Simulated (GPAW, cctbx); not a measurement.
# Y2Si2B: what bonding does to one electron reflection, worked out

Y2Si2B, Immm (no. 71), a = 3.4535 Å, b = 5.8281 Å, c = 8.8631 Å, α = 90.00°, β = 90.00°, γ = 90.00°.

| atom | mult. | x | y | z |
| --- | --- | --- | --- | --- |
| Y1 | 4 | 0 | 1/2 | 0.2126 |
| Si1 | 4 | 1/2 | 0.7613 | 0 |
| B1 | 2 | 0 | 0 | 0 |

The cell comes from substitution in a known structure type and wasn't matched to any measured phase.

A DFT run (GPAW, PBE, 550 eV, 7×7×7 k-points, Fermi–Dirac width 0.1 eV) gives the static X-ray structure factor of 002 as 68.760 e for the conventional cell; superposed free atoms give 69.073 e. **Problem.** Find the Fourier component V of the crystal potential and the two-beam extinction distance at 300 kV in both cases.

## 1. Geometry

The cell volume is Ω = 178.39 Å³ and d(002) = 4.4315 Å, so g = 1/d = 0.2257 Å⁻¹.

## 2. The nuclei

Electrons feel nuclei as well as electrons, so the nuclear charges are summed with the same phases.

Phase sums Σ exp(2πi h·x), turned so that the total is real and positive: Y +3.567, Si -4.000, B -2.000. Then F_Z = 39 × (+3.567) + 14 × (-4.000) + 5 × (-2.000) = 73.12 e. The electron term has the same sign for this reflection.

## 3. Mott–Bethe

Poisson's equation, term by term, gives V = (e/4πε₀)(F_Z − F)/(πΩg²), with e/4πε₀ = 14.3996 V Å.

The prefactor is 14.3996 × 4.4315²/(π × 178.39) = 0.50458 V per electron. Free atoms: (73.12 − 69.073) × 0.50458 = 2.040 V. Crystal: (73.12 − 68.760) × 0.50458 = 2.198 V. F changes by -0.45 % and V by +7.7 %: the same 0.31 e is measured against F_Z − F = 4.0 e in place of F = 69.1 e.

## 4. Extinction distance

In the two-beam case ξ = 1/(λU) with U = 2γm₀eV/h², that is ξ = 150.41 V Å²/(γλV).

At 300 kV, λ = 0.01969 Å and γ = 1.5871. Free atoms: ξ = 2360 Å. Crystal: ξ = 2190 Å. The thickness fringes go as sin²(πt/ξ), so the two patterns slip by a quarter of a period when t|1/ξ₁ − 1/ξ₀| = 1/4, at t ≈ 762 nm. Thermal motion, absorption and many-beam coupling, left out here, change a real pattern.

## 5. Answer

V(002) is 2.20 V against 2.04 V, and ξ is 2190 against 2360 Å. Limits: static atoms, two beams.
